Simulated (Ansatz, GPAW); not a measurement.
# A 7-layer slab of K(100): work function by functional and basis

Aim: the work function of both faces of a 7-layer slab of K(100), and its spread over functionals and bases.

Main program and level: GPAW 26.7.0 and Ansatz 0.2.0; Ansatz plane waves; slab in vacuum with a dipole correction, relaxation; PAW set soft_1, in the first sound run; inputs show where later runs differ.

Most raw output is cut from this account.

**1. Set-up**

The cell holds 7 atoms: 7 K. Cell: a = 5.230 Å, b = 5.230 Å, c = 33.690 Å, α = 90.0°, β = 90.0°, γ = 90.0°. Vacuum lies along c.

Coordinates:

```cif
data_structure
_symmetry_space_group_name_H-M 'P 1'
_symmetry_Int_Tables_number 1
_cell_length_a 5.2300
_cell_length_b 5.2300
_cell_length_c 33.6900
_cell_angle_alpha 90.000
_cell_angle_beta 90.000
_cell_angle_gamma 90.000
_cell_volume 921.52
loop_
_atom_site_label
_atom_site_type_symbol
_atom_site_fract_x
_atom_site_fract_y
_atom_site_fract_z
_atom_site_occupancy
K1 K 0.00000 0.00000 0.26714 1
K2 K 0.50000 0.50000 0.34476 1
K3 K 0.00000 0.00000 0.42238 1
K4 K 0.50000 0.50000 0.50000 1
K5 K 0.00000 0.00000 0.57762 1
K6 K 0.50000 0.50000 0.65524 1
K7 K 0.00000 0.00000 0.73286 1
```

**2. Relaxing the atoms**

Forces are removed first; all later runs use this geometry. The lowest 3 atoms are held at bulk positions and keep their forces.

File input.yaml:

```yaml
crystal:
  lattice:
    - [5.23, 0.0, 0.0]
    - [0.0, 5.23, 0.0]
    - [0.0, 0.0, 33.69]
  atoms:
    - { symbol: K, position: [0.0, 0.0, 0.267141585] }
    - { symbol: K, position: [0.5, 0.5, 0.3447610567] }
    - { symbol: K, position: [0.0, 0.0, 0.4223805283] }
    - { symbol: K, position: [0.5, 0.5, 0.5] }
    - { symbol: K, position: [0.0, 0.0, 0.5776194717] }
    - { symbol: K, position: [0.5, 0.5, 0.6552389433] }
    - { symbol: K, position: [0.0, 0.0, 0.732858415] }
kpoints:
  mp_grid: { grid: [6, 6, 1] }
hamiltonian:
  xc: pbe
  pseudopotentials: { kind: paw, azcp: { folder: soft_1 } }
scf:
  occupations: { method: fermi_dirac, width: 0.1 }
efield:
  axis: 3
  dipole_correction: true
  ramp_width: 0.05
relax:
  f_tol: 0.02
  max_steps: 60
  constraints: [{ sites: [0, 1, 2] }]
output:
  write_potential: true
  write_density: true
  volumetric_format: npy
```

Launch:

```console
ansatz run input.yaml --threads 4 --pin off --max-ram 8192MiB --backend cpu --events-out ev --progress --plain --runs-dir out
```

It took 29 s on 4 threads of Arm Neoverse V1, shared host; peak memory 1.2 GiB.

Relaxation path:

```csv
step,energy less that of the first step (eV),largest force component (eV/Å)
1,0.0000,0.0284
2,-0.0006,0.0258
3,-0.0036,0.0071
4,-0.0041,0.0035
```

The run keeps the 8 symmetry operations that it works with, so distortions that break them were not tested.

The atoms that moved most (Å):

```csv
atom,dx,dy,dz,length
K7,0.000,0.000,0.344,0.344
K6,0.000,0.000,0.215,0.215
K5,0.000,0.000,0.178,0.178
K4,0.000,0.000,0.093,0.093
```

Final coordinates:

```cif
data_structure
_symmetry_space_group_name_H-M 'P 1'
_symmetry_Int_Tables_number 1
_cell_length_a 5.2300
_cell_length_b 5.2300
_cell_length_c 33.6900
_cell_angle_alpha 90.000
_cell_angle_beta 90.000
_cell_angle_gamma 90.000
_cell_volume 921.52
loop_
_atom_site_label
_atom_site_type_symbol
_atom_site_fract_x
_atom_site_fract_y
_atom_site_fract_z
_atom_site_occupancy
K1 K 0.00000 0.00000 0.26714 1
K2 K 0.50000 0.50000 0.34476 1
K3 K 0.00000 0.00000 0.42238 1
K4 K 0.50000 0.50000 0.50276 1
K5 K 0.00000 0.00000 0.58289 1
K6 K 0.50000 0.50000 0.66162 1
K7 K 0.00000 0.00000 0.74308 1
```

Numbers from this step:

| Quantity | Value |
| --- | --- |
| free energy | -10764.1962 eV |
| smearing term TS | 0.1964 eV |
| symmetry operations | 8 |
| upper work function | 2.261 eV |
| lower work function | 2.266 eV |
| dipole along the normal | 7.30e-4 e·Å |
| dipole field | 1.43e-4 V/Å |
| vacuum level above | 2.285 eV |
| vacuum level below | 2.290 eV |

The electrostatic potential energy of an electron (with the applied field's), less the Fermi level, planar mean oscillates, so the rows of the table below give means over windows of 2.67 Å about each position, cut where the curve ends. Its maxima inside the range that stand out by 2 % of the span (Å: eV): 10.4: 0.914, 12.9: 0.912, 15.6: 1.04, 18.2: 1.02, 20.9: 0.955, 23.6: 1.10. Its minima: 9.0: -2.81, 11.7: -2.63, 14.2: -2.62, 17.0: -2.66, 19.7: -2.62, 22.3: -2.62, 25.0: -2.78.

Electrostatic potential energy of an electron (with the applied field's), less the Fermi level, planar mean against z; means over each step:

z (Å), electrostatic potential energy of an electron (with the applied field's), less the Fermi level, planar mean (eV) and a bar from the least value:
```
     1.33       2.27 ##############################
     4.00       2.26 ##############################
     6.67       1.89 ##########################
     9.34      -0.74 
    12.02      -0.66 #
    14.68      -0.61 #
    17.36      -0.63 #
    20.02      -0.63 #
    22.70      -0.58 ##
    25.37      -0.59 #
    28.04       2.12 #############################
    30.70       2.26 ##############################
    33.38       2.26 ##############################
```

The valence density, planar mean oscillates, so the rows of the table below give means over windows of 2.67 Å about each position, cut where the curve ends. Its maxima inside the range that stand out by 2 % of the span (Å: e/Å³): 9.0: 0.265, 11.7: 0.267, 14.2: 0.266, 17.0: 0.266, 19.7: 0.267, 22.3: 0.266, 25.0: 0.264. Its minima: 10.2: 0.0259, 12.9: 0.0244, 15.6: 0.0224, 18.2: 0.0227, 20.9: 0.0237, 23.7: 0.0228.

Table of valence density, planar mean by z; means over each step:

```csv
z (Å),"valence density, planar mean (e/Å³)"
1.33,1.4e-6
4.00,9.3e-5
6.67,0.00489
9.34,0.123
12.02,0.124
14.68,0.123
17.36,0.123
20.02,0.123
22.70,0.123
25.37,0.118
28.04,0.00158
30.70,3.3e-5
33.38,7.8e-7
```

The relaxation lowered the energy of the cell by 0.00413 eV.

**3. Plane waves, PBE**

The work function is the vacuum plateau of the electrostatic potential less the Fermi level; a dipole layer lets the two faces have plateaus of their own.

This step: GPAW, PAW setups; slab in vacuum (GPAW 26.7.0).

File run.py:

```python
import json
import numpy as np
from ase import Atoms
from gpaw import GPAW, PW

slab = Atoms(
    ['K', 'K', 'K', 'K', 'K', 'K', 'K'],
    positions=[
        [0.00000, 0.00000, 9.00000],
        [2.61500, 2.61500, 11.61500],
        [0.00000, 0.00000, 14.23000],
        [2.61500, 2.61500, 16.93785],
        [0.00000, 0.00000, 19.63773],
        [2.61500, 2.61500, 22.29012],
        [-0.00000, 0.00000, 25.03432]],
    cell=[[5.23, 0.0, 0.0], [0.0, 5.23, 0.0], [0.0, 0.0, 33.69]],
    pbc=[True, True, False])

slab.calc = GPAW(mode=PW(400), xc='PBE', kpts={'size': (6, 6, 1), 'gamma': True},
                 occupations={'name': 'fermi-dirac', 'width': 0.1}, nbands='160%',
                 convergence={'density': 1e-05}, maxiter=200,
                 poissonsolver={'dipolelayer': 'xy'},
                 symmetry={'tolerance': 1e-3}, txt='slab.txt')
result = {}
energy = slab.get_potential_energy()
fermi = slab.calc.get_fermi_level()
v = slab.calc.get_electrostatic_potential().mean((0, 1)) - fermi
n = slab.calc.get_pseudo_density().mean((0, 1))
L = slab.cell[2, 2]
z = np.arange(len(v)) * L / len(v)
low, high = slab.positions[:, 2].min(), slab.positions[:, 2].max()
below, above = np.interp([low - 6.8, high + 6.8], z, v)
slopes = [np.interp(x, z, np.gradient(v, z)) for x in (low - 6.8, high + 6.8)]
eps = np.array([[slab.calc.get_eigenvalues(k, s) for k in range(len(slab.calc.get_ibz_k_points()))]
                for s in range(slab.calc.get_number_of_spins())]) - fermi
top, bottom = eps[eps < 0].max(), eps[eps > 0].min()
dipole = slab.get_dipole_moment()[2]
print(f'energy {energy:.4f} eV, Fermi level {fermi:.4f} eV, dipole {dipole:.5f} e A')
print(f'potential 6.8 A off the faces, from the Fermi level: lower {below:.4f} eV, upper {above:.4f} eV')
print(f'slope of the potential there: lower {slopes[0]:.5f}, upper {slopes[1]:.5f} eV/A')
print(f'nearest levels on the mesh: {top:.4f} and {bottom:.4f} eV')
print('magnetic moment', round(slab.get_magnetic_moment(), 3))
result.update(energy=energy, fermi=fermi, dipole=dipole, below=below, above=above, slopes=slopes, edges=[top, bottom],
              z=z.tolist(), v=v.tolist(), n=n.tolist(), positions=slab.positions.tolist(),
              forces=slab.get_forces(apply_constraint=False).tolist(), moments=slab.get_magnetic_moments().tolist())
json.dump(result, open('result.json', 'w'))
```

Launch:

```console
OMP_NUM_THREADS=1 OPENBLAS_NUM_THREADS=1 python run.py
```

It took 5.5 min on 1 thread; peak memory 0.48 GiB.

This step gave:

| Item | Value |
| --- | --- |
| dipole along the normal | 6.22e-4 e·Å |
| levels nearest the Fermi level on the mesh | -0.01039, 0.003407 eV from the Fermi level |
| upper work function | 2.263 eV |
| lower work function | 2.267 eV |

The electrostatic potential energy of an electron (without an applied field's), less the Fermi level, planar mean oscillates, so the rows of the table below give means over windows of 2.63 Å about each position, cut where the curve ends. Its maxima inside the range that stand out by 2 % of the span (Å: eV): 10.3: 0.924, 12.9: 0.913, 15.6: 1.04, 18.3: 1.03, 21.1: 0.941, 23.7: 1.10. Its minima: 8.9: -4.75, 11.6: -4.61, 14.2: -4.62, 17.0: -4.67, 19.7: -4.57, 22.3: -4.61, 25.1: -4.79.

Electrostatic potential energy of an electron (without an applied field's), less the Fermi level, planar mean against z; means over each step:

```csv
z (Å),"electrostatic potential energy of an electron (without an applied field's), less the Fermi level, planar mean (eV)"
1.31,2.27
3.94,2.26
6.57,1.95
9.21,-1.15
11.83,-1.08
14.46,-1.03
17.09,-1.07
19.73,-1.05
22.36,-1.03
24.98,-1.10
27.61,2.00
30.25,2.26
32.88,2.26
```

The pseudo valence density, planar mean oscillates, so the rows of the table below give means over windows of 2.74 Å about each position, cut where the curve ends. Its maxima inside the range that stand out by 2 % of the span (Å: e/Å³): 9.1: 0.286, 11.6: 0.290, 14.3: 0.283, 16.8: 0.282, 19.6: 0.288, 22.3: 0.290, 25.1: 0.288. Its minima: 10.3: 0.0255, 12.8: 0.0250, 15.6: 0.0224, 18.3: 0.0226, 21.1: 0.0242, 23.6: 0.0230.

Pseudo valence density, planar mean against z; means over each step:

```csv
z (Å),"pseudo valence density, planar mean (e/Å³)"
1.37,1.5e-6
4.11,1.1e-4
6.85,0.00837
9.59,0.123
12.33,0.125
15.07,0.122
17.81,0.122
20.55,0.126
23.29,0.120
26.03,0.0928
28.77,6.1e-4
31.51,9.8e-6
```

The potential is flat to 3.2e-4 eV/Å where it is read, so the vacuum is wide enough. The geometry is the other program's minimum; here the largest force on a free atom is 0.0035 eV/Å.

**4. OptPBE vdW: xc = "optPBE-vdW"**

The same geometry under optPBE-vdW, to see how far the functional moves the levels against the vacuum (the van der Waals functionals take revPBE setups).

run.py, as its differences from that of step 3:

```diff
@@ -18,3 +18,3 @@
 
-slab.calc = GPAW(mode=PW(400), xc='PBE', kpts={'size': (6, 6, 1), 'gamma': True},
+slab.calc = GPAW(mode=PW(400), xc='optPBE-vdW', kpts={'size': (6, 6, 1), 'gamma': True},
                  occupations={'name': 'fermi-dirac', 'width': 0.1}, nbands='160%',
```

The job ended after 8.5 min (1 thread; peak memory 0.97 GiB).

This step gave:

| Quantity | Value |
| --- | --- |
| dipole along the normal | 8.47e-4 e·Å |
| levels nearest the Fermi level on the mesh | -0.005811, 0.004038 eV from the Fermi level |
| upper work function | 2.421 eV |
| lower work function | 2.427 eV |

The electrostatic potential energy of an electron (without an applied field's), less the Fermi level, planar mean oscillates, so the rows of the table below give means over windows of 2.63 Å about each position, cut where the curve ends. Its maxima inside the range that stand out by 2 % of the span (Å: eV): 10.3: 0.954, 12.9: 0.952, 15.6: 1.09, 18.3: 1.08, 21.1: 0.980, 23.7: 1.13. Its minima: 8.9: -4.71, 11.6: -4.58, 14.2: -4.57, 17.0: -4.62, 19.7: -4.52, 22.3: -4.58, 25.1: -4.74.

Table of electrostatic potential energy of an electron (without an applied field's), less the Fermi level, planar mean by z; means over each step:

```csv
z (Å),"electrostatic potential energy of an electron (without an applied field's), less the Fermi level, planar mean (eV)"
1.31,2.43
3.94,2.41
6.57,2.06
9.21,-1.11
11.83,-1.05
14.46,-0.985
17.09,-1.02
19.73,-1.00
22.36,-1.00
24.98,-1.06
27.61,2.11
30.25,2.41
32.88,2.42
```

The pseudo valence density, planar mean oscillates, so the rows of the table below give means over windows of 2.74 Å about each position, cut where the curve ends. Its maxima inside the range that stand out by 2 % of the span (Å: e/Å³): 9.1: 0.286, 11.6: 0.290, 14.3: 0.283, 16.8: 0.282, 19.6: 0.288, 22.3: 0.290, 25.1: 0.288. Its minima: 10.3: 0.0256, 12.8: 0.0251, 15.6: 0.0224, 18.3: 0.0226, 21.1: 0.0243, 23.6: 0.0230.

Pseudo valence density, planar mean against z; means over each step:

```csv
z (Å),"pseudo valence density, planar mean (e/Å³)"
1.37,4.4e-6
4.11,1.5e-4
6.85,0.00838
9.59,0.123
12.33,0.125
15.07,0.122
17.81,0.122
20.55,0.126
23.29,0.120
26.03,0.0928
28.77,6.6e-4
31.51,2.0e-5
```

The upper face's work function is 2.421 eV, against 2.263 eV in the first plane-wave PBE run at this geometry.

**5. Self-consistent run: xc = "LDA"**

The same geometry under LDA, to see how far the functional moves the levels against the vacuum.

run.py, as its differences from that of step 4:

```diff
@@ -18,3 +18,3 @@
 
-slab.calc = GPAW(mode=PW(400), xc='optPBE-vdW', kpts={'size': (6, 6, 1), 'gamma': True},
+slab.calc = GPAW(mode=PW(400), xc='LDA', kpts={'size': (6, 6, 1), 'gamma': True},
                  occupations={'name': 'fermi-dirac', 'width': 0.1}, nbands='160%',
```

The job ended after 5.4 min (1 thread; peak memory 0.49 GiB).

Numbers from this step:

```
dipole along the normal                    : 5.25e-4 e·Å
levels nearest the Fermi level on the mesh : -0.005305, 0.002062 eV from the Fermi level
upper work function                        : 2.383 eV
lower work function                        : 2.386 eV
```

The electrostatic potential energy of an electron (without an applied field's), less the Fermi level, planar mean oscillates, so the rows of the table below give means over windows of 2.63 Å about each position, cut where the curve ends. Its maxima inside the range that stand out by 2 % of the span (Å: eV): 10.3: 1.14, 12.9: 1.13, 15.6: 1.26, 18.3: 1.24, 21.1: 1.15, 23.7: 1.31. Its minima: 8.9: -4.59, 11.6: -4.43, 14.2: -4.44, 17.0: -4.49, 19.7: -4.39, 22.3: -4.43, 25.1: -4.63.

Electrostatic potential energy of an electron (without an applied field's), less the Fermi level, planar mean against z; means over each step:

```csv
z (Å),"electrostatic potential energy of an electron (without an applied field's), less the Fermi level, planar mean (eV)"
1.31,2.39
3.94,2.38
6.57,2.08
9.21,-0.972
11.83,-0.886
14.46,-0.838
17.09,-0.872
19.73,-0.854
22.36,-0.838
24.98,-0.934
27.61,2.13
30.25,2.38
32.88,2.38
```

The upper face's work function is 2.383 eV, against 2.263 eV in the first plane-wave PBE run at this geometry.

**6. Self-consistent run: xc = "vdW-DF2"**

The same geometry under vdW-DF2, to see how far the functional moves the levels against the vacuum (the van der Waals functionals take revPBE setups).

run.py, as its differences from that of step 5:

```diff
@@ -18,3 +18,3 @@
 
-slab.calc = GPAW(mode=PW(400), xc='LDA', kpts={'size': (6, 6, 1), 'gamma': True},
+slab.calc = GPAW(mode=PW(400), xc='vdW-DF2', kpts={'size': (6, 6, 1), 'gamma': True},
                  occupations={'name': 'fermi-dirac', 'width': 0.1}, nbands='160%',
```

Run time: 8.3 min. Hardware: 1 thread; peak memory 0.97 GiB.

Numbers from this step:

| Property | Result |
| --- | --- |
| dipole along the normal | -1.44e-4 e·Å |
| levels nearest the Fermi level on the mesh | -0.006994, 0.004000 eV from the Fermi level |
| upper work function | 2.578 eV |
| lower work function | 2.577 eV |

The electrostatic potential energy of an electron (without an applied field's), less the Fermi level, planar mean oscillates, so the rows of the table below give means over windows of 2.63 Å about each position, cut where the curve ends. Its maxima inside the range that stand out by 2 % of the span (Å: eV): 10.3: 1.05, 12.9: 1.03, 15.6: 1.17, 18.3: 1.15, 21.1: 1.06, 23.7: 1.22. Its minima: 8.9: -4.60, 11.6: -4.53, 14.2: -4.51, 17.0: -4.56, 19.7: -4.46, 22.3: -4.53, 25.1: -4.63.

Electrostatic potential energy of an electron (without an applied field's), less the Fermi level, planar mean against z; means over each step:

```csv
z (Å),"electrostatic potential energy of an electron (without an applied field's), less the Fermi level, planar mean (eV)"
1.31,2.58
3.94,2.57
6.57,2.21
9.21,-0.997
11.83,-0.989
14.46,-0.917
17.09,-0.953
19.73,-0.933
22.36,-0.937
24.98,-0.944
27.61,2.28
30.25,2.57
32.88,2.58
```

The upper face's work function is 2.578 eV, against 2.263 eV in the first plane-wave PBE run at this geometry.

**7. Real-space grid: mode = "fd"**

A real-space grid is a second complete basis, so it checks the plane-wave result.

run.py, as its differences from that of step 6:

```diff
@@ -3,3 +3,3 @@
 from ase import Atoms
-from gpaw import GPAW, PW
+from gpaw import GPAW
 
@@ -18,3 +18,3 @@
 
-slab.calc = GPAW(mode=PW(400), xc='vdW-DF2', kpts={'size': (6, 6, 1), 'gamma': True},
+slab.calc = GPAW(mode='fd', h=0.18, xc='PBE', kpts={'size': (6, 6, 1), 'gamma': True},
                  occupations={'name': 'fermi-dirac', 'width': 0.1}, nbands='160%',
```

Elapsed: 46 min, on 1 thread; peak memory 2.2 GiB.

Numbers from this step:

```yaml
dipole_along_the_normal: 7.40e-4 e·Å
levels_nearest_the_fermi_level_on_the_mesh: -0.01042, 0.003352 eV from the Fermi level
upper_work_function: 2.260 eV
lower_work_function: 2.265 eV
```

The upper face's work function is 2.260 eV, against 2.263 eV in the first plane-wave PBE run at this geometry.

**8. Atomic orbitals: mode = "lcao"**

Atom-centred orbitals end a few angstrom from the surface, which tests how much the density's tail matters.

run.py, as its differences from that of step 7:

```diff
@@ -18,4 +18,4 @@
 
-slab.calc = GPAW(mode='fd', h=0.18, xc='PBE', kpts={'size': (6, 6, 1), 'gamma': True},
-                 occupations={'name': 'fermi-dirac', 'width': 0.1}, nbands='160%',
+slab.calc = GPAW(mode='lcao', basis='dzp', h=0.18, xc='PBE', kpts={'size': (6, 6, 1), 'gamma': True},
+                 occupations={'name': 'fermi-dirac', 'width': 0.1}, nbands='120%',
                  convergence={'density': 1e-05}, maxiter=200,
```

Elapsed: 13 min, on 1 thread; peak memory 0.8 GiB.

Numbers from this step:

```
dipole along the normal                    : 4.07e-4 e·Å
levels nearest the Fermi level on the mesh : -5.63e-4, 0.003604 eV from the Fermi level
upper work function                        : 2.257 eV
lower work function                        : 2.260 eV
```

The electrostatic potential energy of an electron (without an applied field's), less the Fermi level, planar mean oscillates, so the rows of the table below give means over windows of 2.69 Å about each position, cut where the curve ends. Its maxima inside the range that stand out by 2 % of the span (Å: eV): 10.3: 0.842, 12.9: 0.829, 15.6: 0.965, 18.3: 0.950, 20.9: 0.864, 23.6: 1.02. Its minima: 9.0: -4.85, 11.6: -4.70, 14.2: -4.70, 16.9: -4.75, 19.6: -4.69, 22.2: -4.61, 25.1: -4.81.

Electrostatic potential energy of an electron (without an applied field's), less the Fermi level, planar mean against z; means over each step:

```csv
z (Å),"electrostatic potential energy of an electron (without an applied field's), less the Fermi level, planar mean (eV)"
1.34,2.26
4.04,2.26
6.73,1.85
9.42,-1.20
12.11,-1.15
14.80,-1.07
17.48,-1.09
20.18,-1.10
22.87,-1.04
25.56,-0.941
28.25,2.16
30.94,2.26
```

The upper face's work function is 2.257 eV, against 2.263 eV in the first plane-wave PBE run at this geometry.

**9. The ladder**

Times are for 1 thread of Arm Neoverse V1, shared host. The runs compared:

```csv
no.,run,upper work function (eV),lower work function (eV),time,memory (GiB)
1,pw,2.263,2.267,5.5 min,0.48
2,optPBE vdW,2.421,2.427,8.5 min,0.97
3,LDA,2.383,2.386,5.4 min,0.49
4,vdW DF2,2.578,2.577,8.3 min,0.97
5,fd,2.260,2.265,46 min,2.2
6,lcao,2.257,2.260,13 min,0.8
```

(Part 1 of 2 ends here.)

[Logs are printed without paths, hosts, clocks, repeated set-up lines and the standing remarks that a program may print on its own settings, such as how far it seeks lower states.]

[Hosts, paths, dates, database ids (printed as entryN), source tags and the programs' standing remarks are cut or masked in the printed files.]
